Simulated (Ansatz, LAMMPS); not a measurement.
## Molecular dynamics of glassy 63SiO2-37Na2O (mol %) (114 atoms)

Wanted: a short trajectory of glassy 63SiO2-37Na2O (mol %) (114 atoms) with its pair distributions.

Calculated with Ansatz 0.2.0; Kohn-Sham DFT, PBE, PAW (set soft_2), plane waves.

## (1) The structure

The cell holds 114 atoms: 24 Si, 28 Na and 62 O. Its edges and angles: a = 11.493 Å, b = 11.493 Å, c = 11.493 Å, α = 90.0°, β = 90.0°, γ = 90.0°. 114 atoms (24 Si, 28 Na, 62 O) placed at random at 2.47 g/cm³, melted at 4000 K for 10 ps at fixed volume with the Morse and Coulomb pair potential with partial charges (Pedone, Malavasi, Menziani, Cormack and Segre, J. Phys. Chem. B 110, 11780 (2006)). Quenched from 4000 K to 300 K at 10 K/ps and fixed volume, held 10 ps at zero pressure.

Before any run, some limits are plain. The quench rate of 10 K/ps is many orders above laboratory rates, so the cell is likely richer in defects and strain than a real sample. The starting topology of bonds comes from the classical model. The Brillouin zone is sampled at Γ only, in a cell whose shortest periodic width is 11 Å.

## (2) Dynamics started at 300 K

Without a thermostat the total energy must stay constant, which tests forces and time step. The time step is 1.0 fs.

Input file input.yaml:

```yaml
crystal:
  lattice:
    - [11.49277, 0.0, 0.0]
    - [0.0, 11.49277, 0.0]
    - [0.0, 0.0, 11.49277]
  atoms:
    - { symbol: Si, position: [0.69174, 0.01236, 0.13366] }
    - { symbol: Si, position: [0.64646, 0.19485, 0.67978] }
    - { symbol: Si, position: [0.93862, 0.59545, 0.18678] }
    - { symbol: Si, position: [0.06048, 0.15079, 0.60883] }
    [... 104 atom lines left out ...]
    - { symbol: O, position: [0.29128, 0.67494, 0.8851] }
    - { symbol: O, position: [0.7698, 0.70243, 0.51262] }
    - { symbol: O, position: [0.38054, 0.07994, 0.65232] }
    - { symbol: O, position: [0.08979, 0.05704, 0.27969] }
    - { symbol: O, position: [0.53519, 0.87742, 0.44028] }
    - { symbol: O, position: [0.93923, 0.82716, 0.38024] }
kpoints:
  mp_grid: { grid: [1, 1, 1] }
hamiltonian:
  xc: pbe
scf:
  occupations: { method: fixed }
output:
  forces: true
  stress: true
md:
  timestep: 1.0
  n_steps: 129
  ensemble: nve
  temperature: 300
  initial_velocities: maxwell_boltzmann
  seed: 6322
```

Started as:

```
> ansatz run input.yaml --threads 4 --pin off --max-ram 8192MiB --backend cpu --events-out ev --progress --plain --runs-dir out
```

Elapsed: 19 min, on 4 threads of Arm Neoverse V2, shared host; peak memory 2.1 GiB.

The program notes that the SCF threshold is loose for the stress and it switched symmetry off.

Rows from the run:

```csv
time (fs),T (K),potential (meV/atom),conserved (meV/atom)
0.0,300,0.0,0.00
9.0,556,-33.0,-0.19
17.0,542,-31.1,-0.08
26.0,573,-35.1,-0.13
34.0,520,-28.2,-0.07
43.0,618,-40.9,-0.12
52.0,611,-39.9,-0.10
60.0,581,-36.2,-0.11
69.0,585,-36.7,-0.11
77.0,637,-43.3,-0.13
86.0,622,-41.4,-0.13
95.0,511,-27.1,-0.08
103.0,536,-30.4,-0.11
112.0,581,-36.2,-0.12
120.0,538,-30.6,-0.10
129.0,533,-30.0,-0.13
```

Mean square displacement from the first frame to the last: Si 0.089 Å², Na 0.38 Å², O 0.17 Å².

Table of mean square displacement by time lag:

```csv
time lag (fs),Na (Å²),O (Å²),Si (Å²)
1.0,6.0e-5,8.3e-5,5.5e-5
3.0,5.5e-4,7.5e-4,5.0e-4
6.0,0.00219,0.00292,0.00194
9.0,0.00493,0.00632,0.00418
11.0,0.00736,0.00913,0.00599
14.0,0.0119,0.0139,0.00901
17.0,0.0175,0.0190,0.0121
19.0,0.0218,0.0226,0.0142
22.0,0.0289,0.0279,0.0171
25.0,0.0370,0.0331,0.0197
27.0,0.0429,0.0365,0.0213
30.0,0.0522,0.0416,0.0235
33.0,0.0623,0.0467,0.0254
35.0,0.0693,0.0501,0.0267
38.0,0.0802,0.0553,0.0285
41.0,0.0916,0.0604,0.0304
43.0,0.0994,0.0639,0.0317
46.0,0.111,0.0689,0.0337
49.0,0.123,0.0738,0.0357
51.0,0.132,0.0769,0.0371
54.0,0.144,0.0815,0.0392
57.0,0.156,0.0859,0.0413
59.0,0.165,0.0888,0.0427
62.0,0.177,0.0934,0.0450
65.0,0.189,0.0981,0.0474
```

Over the second half of 129 fs the temperature averages 570 K with swings of 42 K r.m.s. The conserved energy stays within 0.19 meV/atom. From first frame to last Na has the largest mean square displacement, 0.38 Å² at the end; the farthest move is 1.14 Å. The mean temperature of 570 K lies well off the 300 K of the input: without a thermostat, the energy that the start releases heats the cell. The count of bonds goes from 237 in the first frame to 253 in the last, by one set of cutoffs: 13 pairs passed out of them and 29 came within. The run spans 0.13 ps, too short for its means to be equilibrium values.

## (3) Distances and neighbours late in the run

The g(r) is a mean over the second half; what follows it is taken at the last frame.

Density 2.53 g/cm³, 13.32 Å³ an atom.

Mean of 14 frames. Pair distribution functions g(r), in bins of 0.2 Å:

```csv
r (Å),total,O-O,O-Na,O-Si,Na-Na,Na-Si,Si-Si
1.50,0.78,0.00,0.00,3.38,0.00,0.00,0.00
1.70,2.48,0.00,0.00,10.86,0.00,0.00,0.00
1.90,0.04,0.00,0.02,0.14,0.00,0.00,0.00
2.10,0.23,0.00,0.86,0.00,0.00,0.00,0.00
2.30,0.86,0.03,3.19,0.00,0.04,0.00,0.00
2.50,1.11,1.60,2.34,0.00,0.12,0.04,0.00
2.70,1.53,3.87,1.13,0.00,0.67,0.37,0.10
2.90,0.87,1.19,0.79,0.03,1.35,1.60,1.10
3.10,1.02,0.55,0.67,0.27,1.77,2.78,4.88
3.30,0.93,0.79,0.73,0.59,1.44,2.18,1.24
3.50,1.03,0.87,0.72,1.12,1.80,2.00,0.12
3.70,0.99,0.91,0.75,1.17,0.92,1.82,0.20
3.90,0.98,0.73,0.93,1.39,0.79,1.28,0.23
4.10,0.98,0.62,0.94,1.75,0.97,0.71,0.44
4.30,1.04,0.88,0.99,1.71,0.59,0.48,0.79
4.50,1.00,0.96,1.35,0.96,0.96,0.42,0.77
4.70,1.09,1.12,1.41,0.97,0.97,0.57,1.04
4.90,1.12,1.31,1.29,0.83,0.87,0.74,1.52
5.10,0.97,1.36,0.97,0.65,0.71,0.66,1.04
5.30,0.93,1.13,0.86,0.75,0.75,0.89,1.29
5.50,0.93,0.89,0.82,0.87,1.13,1.10,1.50
```

Bonds by pair of elements; cutoffs follow the first minimum of g(r), held within bounds set by covalent radii, and pairs that aren't listed don't count as bonded:

```csv
pair A-B,cutoff (Å),bonds,mean length (Å),spread (Å),shortest (Å),B about A,A about B
O-Na,3.09,157,2.54,0.263,1.91,2.53,5.61
O-Si,2.16,96,1.64,0.06,1.50,1.55,4
```

How many atoms have how many bonded neighbours:

```csv
element,mean,2,3,4,5,6,7,8
Na,5.61,0,1,4,9,6,7,1
O,4.08,1,15,27,16,3,0,0
Si,4,0,0,24,0,0,0,0
```

Bond angles (no mean is given where the spread exceeds 20°):

```csv
angle,count,mean (°),spread (°)
O-Na-O,382,-,-
Na-O-Si,218,-,-
Na-O-Na,161,-,-
O-Si-O,144,109,6.8
Si-O-Si,34,139,11.1
```

Oxygen atoms by the number of network formers (Si, P, Ge, B, Al, As, Ga) bound to them:

```csv
network formers bound to O,O atoms,per cent
0,0,0
1,28,45.2
2,34,54.8
```

Network units: each former by its oxygen neighbours and how many of them bridge to another former:

```csv
former,O neighbours,bridging O,atoms
Si,4,1,1
Si,4,2,6
Si,4,3,13
Si,4,4,4
```

Bond length by coordination (bonds to H left out):

```csv
element,coordination,atoms,mean bond length (Å)
Na,3,1,2.33
Na,4,4,2.43
Na,5,9,2.49
Na,6,6,2.55
Na,7,7,2.60
Na,8,1,2.71
O,2,1,1.60
O,3,15,1.98
O,4,27,2.19
O,5,16,2.30
O,6,3,2.41
```

Rings of the network by King's shortest-path rule, up to 12 atoms, one path for each pair of neighbours; H, halogens, alkali and alkaline-earth atoms are left out, and the last column divides by all other atoms, bonded or not:

```csv
ring size (atoms),rings,per network atom
8,1,0.012
10,2,0.023
12,1,0.012
```

First main peaks of g(r), for some of the pairs, lie near 2.7 Å (O-O), 2.3 Å (O-Na), 1.6 Å (O-Si), 3.1 Å (Na-Si) and 3.1 Å (Si-Si). By these cutoffs 32 % of Na atoms have 5, 44 % of O atoms have 4 and all Si atoms have 4 bonded neighbours. 55 % of the oxygens bridge two formers (Si) and 45 % are non-bridging. The commonest Si unit has 4 oxygens, 3 of them shared with other formers (13 of 24 atoms). Rings of 10 atoms are the most common (50 % of those counted); sizes run from 8 to 12, where the search stops.

## (4) Single point at the last frame

The last frame is solved once more, with the analyses that the dynamics left out.

Input file input.yaml:

```yaml
crystal:
  lattice:
    - [11.49277, 0.0, 0.0]
    - [0.0, 11.49277, 0.0]
    - [0.0, 0.0, 11.49277]
  atoms:
    - { symbol: Si, position: [0.69347, 0.97438, 0.11866] }
    - { symbol: Si, position: [0.64947, 0.19634, 0.65478] }
    - { symbol: Si, position: [0.94437, 0.5909, 0.17541] }
    - { symbol: Si, position: [0.0606, 0.1466, 0.59595] }
    [... 104 atom lines left out ...]
    - { symbol: O, position: [0.28389, 0.68663, 0.87339] }
    - { symbol: O, position: [0.79935, 0.67903, 0.52937] }
    - { symbol: O, position: [0.39422, 0.06269, 0.69647] }
    - { symbol: O, position: [0.07006, 0.04279, 0.29093] }
    - { symbol: O, position: [0.51933, 0.92144, 0.43311] }
    - { symbol: O, position: [0.94343, 0.80226, 0.39993] }
kpoints:
  mp_grid: { grid: [1, 1, 1] }
hamiltonian:
  xc: pbe
scf:
  occupations: { method: fixed }
output:
  forces: true
  stress: true
  populations: true
  dos:
    method: { smearing: { sigma: 0.1 } }
    de: 0.1
    projected: { site_lists: { Na: [Na], O: [O], Si: [Si] } }
  eigenvalues: true
  write_density: true
  write_potential: true
  volumetric_format: npy
  elf: true
```

It took 26 s on 4 threads; peak memory 2.1 GiB; 100 s of CPU time.

The run gave:

| Item | Value |
| --- | --- |
| free energy | -92168.6252 eV |
| free energy per atom | -808.4967 eV/atom |
| SCF cycles | 10 |
| pressure | 2.879 GPa |
| r.m.s. force component | 1.014 eV/Å |
| longest force | 5.291 eV/Å |
| Fermi energy | 4.098 eV |
| gap (highest filled to lowest empty level) | 2.816 eV |
| spilling of the projection | 0.009109 |

Neighbours are counted within 3.09 Å (O-Na), 2.16 Å (O-Si), the cutoffs taken from the dynamics.

Length of the force by element and coordination:

```csv
element,coordination,atoms,mean length of the force (eV/Å),spread,least,most
Na,all,28,0.699,0.437,0.114,2.10
Na,3,1,0.376,0,0.376,0.376
Na,4,4,0.523,0.147,0.343,0.752
Na,5,9,0.846,0.432,0.409,1.92
Na,6,6,0.910,0.591,0.350,2.10
Na,7,7,0.470,0.247,0.114,0.957
Na,8,1,0.747,0,0.747,0.747
O,all,62,1.48,0.687,0.297,3.63
O,2,1,1.57,0,1.57,1.57
O,3,15,1.28,0.523,0.368,2.42
O,4,27,1.53,0.797,0.297,3.63
O,5,16,1.61,0.654,0.676,2.97
O,6,3,1.33,0.226,1.01,1.52
Si,all,24,2.37,1.17,0.672,5.29
```

Löwdin charges by element and coordination (they lack the spilled electrons, 0.058 e an atom on average):

```csv
element,coordination,atoms,mean charge (e),spread,least,most
Na,all,28,0.796,0.0107,0.770,0.818
Na,3,1,0.807,0,0.807,0.807
Na,4,4,0.795,0.0061,0.785,0.801
Na,5,9,0.798,0.0147,0.770,0.818
Na,6,6,0.790,0.0056,0.781,0.796
Na,7,7,0.797,0.0071,0.784,0.808
Na,8,1,0.808,0,0.808,0.808
O,all,62,-0.885,0.0778,-1.02,-0.776
O,2,1,-0.790,0,-0.790,-0.790
O,3,15,-0.848,0.0679,-0.972,-0.776
O,4,27,-0.875,0.0718,-0.991,-0.796
O,5,16,-0.922,0.0718,-1.02,-0.822
O,6,3,-0.987,0.014,-0.998,-0.967
Si,all,24,1.63,0.0636,1.50,1.76
```

Density of states as counts of states in windows of 1 eV (from the Fermi level), total and the larger projections:

```csv
from (eV),to (eV),total,O p,Si p
-10,-9,8.4,5.7,0.7
-9,-8,14.6,10.2,1.6
-8,-7,19.4,14.3,3.2
-7,-6,15.4,11.6,2.8
-6,-5,31.8,25.5,3.4
-5,-4,52.5,43.6,3.9
-4,-3,61.5,54.3,3.0
-3,-2,64.0,58.7,1.9
-2,-1,61.5,57.6,1.6
-1,0,35.7,34.0,0.6
0,1,0.8,0.7,0.0
1,2,0.0,0.0,0.0
2,3,2.0,0.0,0.0
3,4,1.3,0.2,0.1
4,5,11.7,1.4,0.9
```

With fixed occupations the program's Fermi level is the highest filled level; weight inside the gap is the broadening of levels at its edges.

Between -26 and -10 eV lie 298 more states.

The stored curve holds about 664 of the 720 electrons; the rest, give or take the few that broadening carries across the Fermi level, lie in deeper levels below its range.

The levels nearest the highest filled one (over half full), pooled over k-points and spins:

```csv
level less the highest filled one (eV),occupation
-0.449,2
-0.434,2
-0.352,2
-0.260,2
-0.131,2
0,2
2.82,0
4.00,0
4.41,0
4.53,0
4.57,0
4.67,0
```

Mean Löwdin charges: Na +0.80, O -0.88, Si +1.63 e (they miss 0.91 % of the electrons, so they add up to more than the cell's charge).

## (5) Summary of results

| Item | Value |
| --- | --- |
| mean temperature, second half | 570.3 K |
| temperature swing, second half | 41.67 K |
| mean pressure, second half | 2.391 GPa |
| slope of the conserved energy against time, by least squares | -0.0621 meV/atom/ps |
| free energy per atom | -808.4967 eV/atom |
| pressure | 2.879 GPa |
| r.m.s. force component | 1.014 eV/Å |
| gap (highest filled to lowest empty level) | 2.816 eV |
| wall time of the 2 DFT runs | 19 min |

Over the second half of 129 fs the temperature averages 570 K with swings of 42 K r.m.s. The conserved energy stays within 0.19 meV/atom. The mean temperature of 570 K lies well off the 300 K of the input: without a thermostat, the energy that the start releases heats the cell. The count of bonds goes from 237 in the first frame to 253 in the last, by one set of cutoffs: 13 pairs passed out of them and 29 came within. The run spans 0.13 ps, too short for its means to be equilibrium values. With the cutoffs above, 32 % of Na atoms have 5, 44 % of O atoms have 4 and all Si atoms have 4 bonded neighbours. 55 % of the oxygens bridge two formers (Si) and 45 % are non-bridging.

The highest filled and lowest empty levels differ by 2.82 eV (at Γ alone); a semilocal functional tends to put such gaps too low. In a disordered cell it changes from sample to sample, and tail or defect levels can set it.

What to keep in mind: The network of bonds at the start is that of the classical potential that made the cell; in DFT 13 of its 237 bonded pairs passed out of the cutoffs and 29 came within them. The pressure of 2.9 GPa is that of one thermal frame at a volume set beforehand, without the kinetic term.

[Logs are printed without paths, hosts, clocks, repeated set-up lines and the standing remarks that a program may print on its own settings, such as how far it seeks lower states.]

[Hosts, paths, dates, database ids (printed as entryN), source tags and the programs' standing remarks are cut or masked in the printed files.]
